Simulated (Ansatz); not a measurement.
**Elastic response of random rock-salt alloy of HfC and HfN (512 atoms)**

Aim: relax random rock-salt alloy of HfC and HfN (512 atoms), then change its volume and shape to read moduli from the stress.

Program: Ansatz 0.2.0. Level of theory: Kohn-Sham DFT, RPBE, PAW (set soft_2), plane waves. Results are calculated unless marked as measured.

### Step 1. The starting structure

The cell holds 512 atoms: 256 Hf, 160 C and 96 N. Cell: a = 18.388 Å, b = 18.388 Å, c = 18.388 Å, α = 90.0°, β = 90.0°, γ = 90.0°. It derives from HfC (rock-salt) and HfN, repeated 4×4×4. Rock-salt HfC, 4 x 4 x 4 conventional cells, 96 of 256 C sites given to N at random (x = 0.375), lattice by Vegard's rule (a = 4.597 Å); not relaxed, displaced by a Gaussian of 0.02 Å.

What the set-up can't give: Only the Γ point is sampled. The levels lack spin–orbit coupling, which is large for the heavy elements here.

### Step 2. Single point at the start

A single point comes first, to see the forces before anything moves.

Input file input.yaml:

```yaml
crystal:
  lattice:
    - [18.3876, 0.0, 0.0]
    - [0.0, 18.3876, 0.0]
    - [0.0, 0.0, 18.3876]
  atoms:
    - { symbol: Hf, position: [0.99962, 0.99975, 0.99988] }
    - { symbol: C, position: [0.12429, 0.0015, 0.99911] }
    - { symbol: Hf, position: [0.99899, 0.12461, 0.12431] }
    - { symbol: "N", position: [0.12386, 0.12537, 0.12375] }
    - { symbol: Hf, position: [0.12486, 0.00058, 0.12392] }
    - { symbol: "N", position: [0.99985, 0.00028, 0.12746] }
    - { symbol: Hf, position: [0.12421, 0.12474, 0.00043] }
    - { symbol: C, position: [4.0e-05, 0.12538, 0.00088] }
    - { symbol: Hf, position: [0.00072, 0.00114, 0.2494] }
    - { symbol: "N", position: [0.12629, 0.99984, 0.25048] }
    - { symbol: Hf, position: [7.0e-05, 0.12549, 0.37307] }
    - { symbol: C, position: [0.12202, 0.12402, 0.37435] }
    - { symbol: Hf, position: [0.12697, 0.00017, 0.37403] }
    - { symbol: C, position: [0.00072, 0.0002, 0.3746] }
    - { symbol: Hf, position: [0.12557, 0.12417, 0.24961] }
    - { symbol: "N", position: [0.00072, 0.12454, 0.24931] }
    - { symbol: Hf, position: [0.99988, 0.99767, 0.50195] }
    - { symbol: C, position: [0.1258, 0.00067, 0.50149] }
    - { symbol: Hf, position: [0.00049, 0.12489, 0.62389] }
    - { symbol: C, position: [0.12284, 0.12625, 0.62315] }
    - { symbol: Hf, position: [0.12503, 0.99813, 0.6243] }
    - { symbol: C, position: [0.00157, 0.99847, 0.62479] }
    - { symbol: Hf, position: [0.12554, 0.12641, 0.50208] }
    - { symbol: C, position: [0.99843, 0.12375, 0.50059] }
    - { symbol: Hf, position: [0.00056, 0.99971, 0.75152] }
    - { symbol: C, position: [0.12525, 0.99992, 0.75056] }
    - { symbol: Hf, position: [0.9992, 0.12373, 0.87539] }
    - { symbol: "N", position: [0.12367, 0.12589, 0.87549] }
    - { symbol: Hf, position: [0.12345, 0.99935, 0.87671] }
    - { symbol: "N", position: [0.00094, 0.99966, 0.87439] }
    - { symbol: Hf, position: [0.12436, 0.12652, 0.75019] }
    - { symbol: C, position: [0.99763, 0.12576, 0.75175] }
    [... 474 atom lines left out ...]
    - { symbol: Hf, position: [0.74943, 0.87446, 0.8739] }
    - { symbol: C, position: [0.87502, 0.87439, 0.87433] }
    - { symbol: Hf, position: [0.87451, 0.74995, 0.87268] }
    - { symbol: C, position: [0.75058, 0.74958, 0.87688] }
    - { symbol: Hf, position: [0.87498, 0.87557, 0.74842] }
    - { symbol: "N", position: [0.74884, 0.87711, 0.74994] }
kpoints:
  mp_grid: { grid: [1, 1, 1] }
hamiltonian:
  xc: rpbe
scf:
  occupations: { method: fermi_dirac, width: 0.05 }
output:
  forces: true
```

Run with:

```console
$ ansatz run input.yaml --threads 32 --pin off --max-ram 143360MiB --backend cuda --events-out ev --progress --plain --runs-dir out
```

Numbers of over 12 decimals in the logs are rounded to 6 here.

Log:

```text
[...]
Pseudopotentials: kind: paw
Pseudopotential: Hf, paw, valence charge 26, recommended cutoff 420 eV (normal), Hf.paw.azcp
Pseudopotential: C, paw, valence charge 4, recommended cutoff 420 eV (normal), C.paw.azcp
Pseudopotential: N, paw, valence charge 5, recommended cutoff 420 eV (normal), N.paw.azcp
[... 5 lines on functional and potentials left out ...]
device memory: the entry about to start is reckoned to put 52.4 GiB on a device that reports 182.5 GiB free
GPU FFT provider: cuFFT
GPU libraries: cuBLAS 13.8.1, cuFFT 12.4.0, cuSOLVER 12.3.2
GPU matrix products: emulated (plane waves: as basis.precision tells), large ones in fixed point in workspaces of 1.00 GiB
Crystal: 512 atoms, lattice volume = 6216.918 Å³
Basis set: ecut = 420 eV, 121481 PW (Γ), exchange–correlation on 250×250×250 points (8 copies of the dense FFT grid, shifted against one another)
Bands: 4554, of which v1, the nominal top of the filled ones, is band 3888 counted from 1 (3887 counted from 0)
Symmetry: 1 space group operations
Space group: P1 (ITA 1), of the structure as read, at distance tolerance 1.8e-4 Å
k-points: 1
[... 10 lines on functional and potentials left out ...]
Initial density: superposition of atomic densities (neutral atoms: chi_scale 0, normalization atom), corrected by the library's trained network
Initial wavefunctions: pseudopotential atomic-orbital guess
GPU buffer pool allocated for 1953125 grid points (all kernels)
GPU transforms: local potential and band sums: pruned to the plane-wave sphere, on 125×125×125
[...]
SCF iter   1: F=—  HF=-4105816.883591 eV  |F-HF|=—  |Δ(HF+E_count)|=         —  Δρ=4.65e-3  dr2=3.77e0  ethr=1.77e-3  ⟨swp⟩=5.0  Hψ=13598  notcnv=0  defer=473
preconditioner: auto → Kerker (q_TF=auto, 2.832 Å⁻¹)  [metal: Δε(μ)=0.020 eV  Ē_g=17.355 eV  σ=0.050 eV  W_gap=0.10  n_scr=2372 (ndim 8)  ℏωp=40.1 eV  f_vac=0.000  D(μ)=136.99/eV (n_scr^D=846)]
[...]
SCF iter  11: F=—  HF=-4105816.396971 eV  |F-HF|=—  |Δ(HF+E_count)|=   9.32e-7  Δρ=3.91e-6  dr2=2.00e-6  ethr=6.80e-11  ⟨swp⟩=4.0  Hψ=8046  notcnv=0  defer=536
SCF iter  12: F=-4105816.396970 eV  HF=-4105816.396971 eV  |F-HF|=6.58e-7  |Δ(HF+E_count)|=   2.82e-7  Δρ=1.50e-6  dr2=6.27e-7  ethr=1.29e-11  ⟨swp⟩=8.0  Hψ=18210  notcnv=0
SCF 1 converged in 12 iterations: F = -4105816.396970 eV  dr2 = 6.27e-7
[...]
SCF converged after 12 iterations
Free energy (F): -4105816.396970 eV
Harris-Foulkes:  -4105816.396971 eV  (|F-HF|=6.58e-7)
Internal energy: -4105815.213110 eV  (E = F + TS)
E sigma→0 (E₀):  -4105815.805040 eV
Entropy (-TS):   -1.183861 eV (-2.312 meV/atom)
Fermi energy:    22.013798 eV
--- Per-component energies (eV) ---
[...]
Σ components = -4105816.396970   (vs F -4105816.396970, Δ=0.00e0)
--- Forces (eV/Å), atoms counted from 1 ---
[... 512 lines of forces left out ...]
  max |Σ_I F_I| component: 2.72e-4 eV/Å
```

Run time: 13 s. Hardware: 1 × NVIDIA GB200 with 32 threads of Arm Neoverse V2, shared host; peak memory 2.2 GiB; 25 s of CPU time.

That memory is the host's; the program planned 52.4 GiB on the GPU.

The r.m.s. force at the start is 0.41 eV/Å.

### Step 3. Cell and atoms relaxed

The cell is relaxed with the atoms, since the starting lattice needn't suit this functional.

Input file input.yaml:

```yaml
crystal:
  lattice:
    - [18.3876, 0.0, 0.0]
    - [0.0, 18.3876, 0.0]
    - [0.0, 0.0, 18.3876]
  atoms:
    [... the 512 atom lines of step 2 ...]
kpoints:
  mp_grid: { grid: [1, 1, 1] }
hamiltonian:
  xc: rpbe
scf:
  occupations: { method: fermi_dirac, width: 0.05 }
output:
  forces: true
relax:
  f_tol: 0.05
  max_steps: 150
  cell: {}
```

Log:

```text
[...]
Crystal: 512 atoms, lattice volume = 6216.918 Å³
Basis set: ecut = 420 eV, 121481 PW (Γ), exchange–correlation on 250×250×250 points (8 copies of the dense FFT grid, shifted against one another)
Bands: 4666, of which v1, the nominal top of the filled ones, is band 3888 counted from 1 (3887 counted from 0)
Symmetry: 1 space group operations
[...]
k-points: 1
[...]
SCF iter   1: F=—  HF=-4105816.882700 eV  |F-HF|=—  |Δ(HF+E_count)|=         —  Δρ=4.65e-3  dr2=3.78e0  ethr=1.77e-3  ⟨swp⟩=5.0  Hψ=14001  notcnv=0  defer=475
[...]
SCF iter   2: F=—  HF=-4105816.536524 eV  |F-HF|=—  |Δ(HF+E_count)|=   3.46e-1  Δρ=2.49e-3  dr2=1.45e0  ethr=4.86e-5  ⟨swp⟩=3.0  Hψ=6583  notcnv=0  defer=644
[...]
SCF iter  14: F=-4105816.396971 eV  HF=-4105816.396971 eV  |F-HF|=5.40e-8  |Δ(HF+E_count)|=   1.86e-9  Δρ=4.44e-7  dr2=5.42e-8  ethr=1.29e-12  ⟨swp⟩=5.0  Hψ=16826  notcnv=0
SCF 1 converged in 14 iterations: F = -4105816.396971 eV  dr2 = 5.42e-8
[...]
relax step   1: F+E_penalty+E_count = -4105816.39697076 eV  Δ(F+E_penalty+E_count) = +0.000e0 eV  max|allowed force component| = 1.359e0 eV/Å  Δτ_max = 0.0000 Å  P = +7.631 GPa  Ω = 6216.918 Å³  (14 SCF iters, dr2 threshold 1.00e-7 eV, accepted)
[...]
relax step   3: F+E_penalty+E_count = -4105828.25746361 eV  Δ(F+E_penalty+E_count) = -9.173e0 eV  max|allowed force component| = 2.238e-1 eV/Å  Δτ_max = 0.1138 Å  P = +0.392 GPa  Ω = 6401.065 Å³  energy of the carried Pulay correction = -3.507e-1 eV  (10 SCF iters, dr2 threshold 5.12e-5 eV, accepted)
[...]
relax step   5: F+E_penalty+E_count = -4105828.34363811 eV  Δ(F+E_penalty+E_count) = -1.840e-2 eV  max|allowed force component| = 4.577e-2 eV/Å  Δτ_max = 0.0047 Å  P = -0.068 GPa  Ω = 6412.446 Å³  energy of the carried Pulay correction = -3.721e-1 eV  (9 SCF iters, dr2 threshold 3.45e-7 eV, accepted)
[...]
relax step   7: F+E_penalty+E_count = -4105828.35691752 eV  Δ(F+E_penalty+E_count) = -1.328e-2 eV  max|allowed force component| = 1.950e-2 eV/Å  Δτ_max = 0.0058 Å  P = +0.012 GPa  Ω = 6410.355 Å³  energy of the carried Pulay correction = -3.681e-1 eV  (14 SCF iters, accepted)
[...]
relax step   9: F+E_penalty+E_count = -4105828.74994717 eV  Δ(F+E_penalty+E_count) = -3.939e-1 eV  max|allowed force component| = 1.371e-2 eV/Å  Δτ_max = 0.0000 Å  P = +0.044 GPa  Ω = 6411.248 Å³  stress off target by 5.02e-2 GPa  SCF on the basis re-selected at this cell (its energy is not comparable with the rows above)  (8 SCF iters)
[...]
relax step  10: F+E_penalty+E_count = -4105828.74733998 eV  Δ(F+E_penalty+E_count) = +2.607e-3 eV  max|allowed force component| = 2.084e-2 eV/Å  Δτ_max = 0.0036 Å  P = -0.007 GPa  Ω = 6412.696 Å³  energy of the carried Pulay correction = -2.552e-3 eV  (12 SCF iters, accepted)
[...]
relax step  11: F+E_penalty+E_count = -4105828.75088541 eV  Δ(F+E_penalty+E_count) = -3.545e-3 eV  max|allowed force component| = 2.083e-2 eV/Å  Δτ_max = 0.0000 Å  P = -0.007 GPa  Ω = 6412.696 Å³  stress off target by 9.90e-3 GPa  SCF on the basis re-selected at this cell (its energy is not comparable with the rows above)  (7 SCF iters)
[...]
SCF converged after 7 iterations
Free energy (F): -4105828.750885 eV
[...]
Internal energy: -4105827.730180 eV  (E = F + TS)
E sigma→0 (E₀):  -4105828.240533 eV
Entropy (-TS):   -1.020705 eV (-1.994 meV/atom)
Fermi energy:    21.317341 eV
[...]
Σ components = -4105828.750885   (vs F -4105828.750885, Δ=0.00e0)
--- Forces (eV/Å), atoms counted from 1 ---
[... 512 lines of forces left out ...]
  max |Σ_I F_I| component: 5.56e-5 eV/Å
--- Stress (GPa, compression-positive) ---
       -0.009680      -0.000199       0.000859
       -0.000199      -0.005162       0.001271
        0.000859       0.001271      -0.005645
  P = ⅓ Tr σ = -0.0068 GPa (-0.068 kbar)
--- Band table (eV) ---
[... left out ...]
--- Relaxed structure (9 steps of the walk, 8 accepted, 2 SCFs on fresh bases) ---
  F+E_penalty+E_count = -4105828.75088541 eV   max|allowed force component| = 2.083e-2 eV/Å   (the final SCF, on the basis selected at the relaxed cell)
  cell:  # Å, volume = 6412.6962 Å³
    - [18.574343, 0.00102456, 0.000625188]
    - [0.00102456, 18.579123, -0.000793597]
    - [0.000625188, -0.000793597, 18.582408]
  atoms:
[... 512 atom lines left out ...]
```

Elapsed: 2.8 min, on 1 × NVIDIA GB200 with 32 threads; peak memory 2.4 GiB; 5.5 min of CPU time.

The program notes that the band table was not solved further than the SCF left it.

The relaxation converged after 9 steps, with a largest force component of 0.021 eV/Å.

### Step 4. Single point at the relaxed geometry

The electronic structure is read at the final geometry, in a run of its own.

Input file input.yaml:

```yaml
crystal:
  lattice:
    - [18.57434, 0.00102, 0.00063]
    - [0.00102, 18.57912, -0.00079]
    - [0.00063, -0.00079, 18.58241]
  atoms:
    - { symbol: Hf, position: [0.00186, 0.00175, 5.0e-05] }
    - { symbol: C, position: [0.12372, 0.0009, 0.00103] }
    - { symbol: Hf, position: [0.99798, 0.12617, 0.1234] }
    - { symbol: "N", position: [0.12393, 0.12451, 0.12562] }
    - { symbol: Hf, position: [0.12513, 0.99849, 0.12299] }
    - { symbol: "N", position: [0.00079, 0.99982, 0.12486] }
    [... 500 atom lines left out ...]
    - { symbol: Hf, position: [0.75063, 0.87378, 0.8762] }
    - { symbol: C, position: [0.87427, 0.87698, 0.87431] }
    - { symbol: Hf, position: [0.87502, 0.74961, 0.87643] }
    - { symbol: C, position: [0.74924, 0.75135, 0.87437] }
    - { symbol: Hf, position: [0.87617, 0.87594, 0.75129] }
    - { symbol: "N", position: [0.75118, 0.87386, 0.74887] }
kpoints:
  mp_grid: { grid: [1, 1, 1] }
hamiltonian:
  xc: rpbe
scf:
  occupations: { method: fermi_dirac, width: 0.05 }
output:
  forces: true
  stress: true
  populations: intrinsic
  dos:
    method: { smearing: { sigma: 0.08 } }
    de: 0.1
    projected: { site_lists: { C: [C], Hf: [Hf], "N": ["N"] } }
  eigenvalues: true
  write_density: true
  write_potential: true
  volumetric_format: npy
  elf: true
```

Log:

```text
[...]
GPU FFT provider: cuFFT
GPU libraries: cuBLAS 13.8.1, cuFFT 12.4.0, cuSOLVER 12.3.2
[...]
Crystal: 512 atoms, lattice volume = 6412.695 Å³
Basis set: ecut = 420 eV, 125075 PW (Γ), exchange–correlation on 250×250×250 points (8 copies of the dense FFT grid, shifted against one another)
Bands: 4666, of which v1, the nominal top of the filled ones, is band 3888 counted from 1 (3887 counted from 0)
Symmetry: 1 space group operations
[...]
k-points: 1
[...]
GPU buffer pool allocated for 1953125 grid points (all kernels)
[...]
SCF iter   1: F=—  HF=-4105829.429068 eV  |F-HF|=—  |Δ(HF+E_count)|=         —  Δρ=4.66e-3  dr2=6.41e0  ethr=1.77e-3  ⟨swp⟩=4.0  Hψ=13780  notcnv=0  defer=409
[...]
SCF iter  14: F=-4105828.750860 eV  HF=-4105828.750860 eV  |F-HF|=3.45e-8  |Δ(HF+E_count)|=   1.49e-8  Δρ=6.53e-7  dr2=5.50e-8  ethr=1.29e-12  ⟨swp⟩=63.0  Hψ=103058  notcnv=0
SCF 1 converged in 14 iterations: F = -4105828.750860 eV  dr2 = 5.50e-8
[...]
SCF converged after 14 iterations
Free energy (F): -4105828.750860 eV
[...]
Internal energy: -4105827.730202 eV  (E = F + TS)
E sigma→0 (E₀):  -4105828.240531 eV
Entropy (-TS):   -1.020657 eV (-1.993 meV/atom)
Fermi energy:    21.317350 eV
[...]
--- Forces (eV/Å), atoms counted from 1 ---
[... 512 lines of forces left out ...]
  max |Σ_I F_I| component: 5.93e-5 eV/Å
--- Stress (GPa, compression-positive) ---
       -0.009711      -0.000154       0.000745
       -0.000154      -0.004767       0.001202
        0.000745       0.001202      -0.005627
  P = ⅓ Tr σ = -0.0067 GPa (-0.067 kbar)
--- Band table (eV) ---
[... left out ...]
--- intrinsic populations: 512 sites ---
  site symbol       q [e]
[... 512 lines, one an atom, left out ...]
  spilling = 0.000000 (of n_electrons = 7776.000000)
```

The job ended after 32 s (1 × NVIDIA GB200 with 32 threads; peak memory 7.5 GiB).

That memory is the host's; the program planned 56 GiB on the GPU.

The run gave:

```yaml
free_energy: -4105828.7509 eV
free_energy_per_atom: -8019.1968 eV/atom
scf_cycles: 14
pressure: -0.006701 GPa
r_m_s_force_component: 0.00302 eV/Å
longest_force: 0.02649 eV/Å
fermi_energy: 21.32 eV
levels_partly_filled_by_over_2_per_cent: 22
```

### Step 5. Volume -3 %

The relaxed cell is scaled evenly and the atoms are relaxed again; the stress at the end gives one point of P(V).

input.yaml, the sections that differ from step 4:

```yaml
crystal:
  lattice:
    - [18.38671, 0.00101, 0.00062]
    - [0.00101, 18.39144, -0.00078]
    - [0.00062, -0.00078, 18.3947]
  atoms:
    [... the 512 atom lines of step 4 ...]
output:
  forces: true
  eigenvalues: true
  stress: true
relax:
  f_tol: 0.05
  max_steps: 70
# kpoints, hamiltonian, scf: as in step 4
```

Log:

```text
Warning: output.stress: scf.convergence.dr2_threshold = 1e-7 eV (the SCF's general default) is looser than the 1.08e-8 eV advised for a printed stress (1e-10 eV for each atom of the cell: 512, of which 108 are counted). What an SCF threshold leaves in a stress goes as its square root, and in the free energy as the threshold itself, and one threshold admits the most on a small cell: [...]
[...]
Crystal: 512 atoms, lattice volume = 6220.316 Å³
Basis set: ecut = 420 eV, 121479 PW (Γ), exchange–correlation on 250×250×250 points (8 copies of the dense FFT grid, shifted against one another)
Bands: 4666, of which v1, the nominal top of the filled ones, is band 3888 counted from 1 (3887 counted from 0)
Symmetry: 1 space group operations
[...]
k-points: 1
[...]
SCF iter   1: F=—  HF=-4105824.969730 eV  |F-HF|=—  |Δ(HF+E_count)|=         —  Δρ=4.63e-3  dr2=6.25e0  ethr=1.77e-3  ⟨swp⟩=4.0  Hψ=14006  notcnv=0  defer=466
[...]
SCF iter   2: F=—  HF=-4105824.576687 eV  |F-HF|=—  |Δ(HF+E_count)|=   3.93e-1  Δρ=2.65e-3  dr2=2.91e0  ethr=8.04e-5  ⟨swp⟩=3.0  Hψ=5691  notcnv=0  defer=647
[...]
SCF iter  10: F=-4105824.321600 eV  HF=-4105824.321623 eV  |F-HF|=2.28e-5  |Δ(HF+E_count)|=   3.71e-5  Δρ=1.39e-5  dr2=2.37e-5  ethr=7.87e-10  ⟨swp⟩=8.0  Hψ=19959  notcnv=0
SCF 1 converged in 10 iterations: F = -4105824.321600 eV  dr2 = 2.37e-5
[...]
relax step   1: F+E_penalty+E_count = -4105824.32160039 eV  Δ(F+E_penalty+E_count) = +0.000e0 eV  max|allowed force component| = 1.074e-1 eV/Å  Δτ_max = 0.0000 Å  (10 SCF iters, dr2 threshold 6.25e-5 eV, accepted)
[...]
relax step   2: F+E_penalty+E_count = -4105824.33598524 eV  Δ(F+E_penalty+E_count) = -1.438e-2 eV  max|allowed force component| = 1.137e-1 eV/Å  Δτ_max = 0.0118 Å  (12 SCF iters, accepted)
[...]
relax step   3: F+E_penalty+E_count = -4105824.36852621 eV  Δ(F+E_penalty+E_count) = -3.254e-2 eV  max|allowed force component| = 3.993e-2 eV/Å  Δτ_max = 0.0056 Å  (10 SCF iters, accepted)
SCF converged after 10 iterations
Free energy (F): -4105824.368526 eV
[...]
Internal energy: -4105823.370122 eV  (E = F + TS)
E sigma→0 (E₀):  -4105823.869324 eV
Entropy (-TS):   -0.998404 eV (-1.950 meV/atom)
Fermi energy:    22.008290 eV
[...]
--- Forces (eV/Å), atoms counted from 1 ---
[... 512 lines of forces left out ...]
  max |Σ_I F_I| component: 6.72e-5 eV/Å
--- Stress (GPa, compression-positive) ---
        7.519561      -0.001653      -0.001391
       -0.001653       7.510695       0.001769
       -0.001391       0.001769       7.507814
  P = ⅓ Tr σ = 7.5127 GPa (75.127 kbar)
--- Band table (eV) ---
[... left out ...]
--- Relaxed structure (3 steps of the walk, 3 accepted, 0 SCFs on fresh bases) ---
[...]
atoms:
[... 512 atom lines left out ...]
```

Run time: 66 s. Hardware: 1 × NVIDIA GB200 with 32 threads; peak memory 5 GiB.

The program notes that the SCF threshold is loose for the stress.

The relaxation converged after 3 steps, 0.0469 eV below its start, with a largest force component of 0.040 eV/Å.

Volume -3 %: the energy stands 4.38 eV above that of the reference, at a pressure of 7.51 GPa.

(Part 1 of 2 ends here.)

[Logs are printed without paths, hosts, clocks, repeated set-up lines and the standing remarks that a program may print on its own settings, such as how far it seeks lower states.]

[Hosts, paths, dates, database ids (printed as entryN), source tags and the programs' standing remarks are cut or masked in the printed files.]
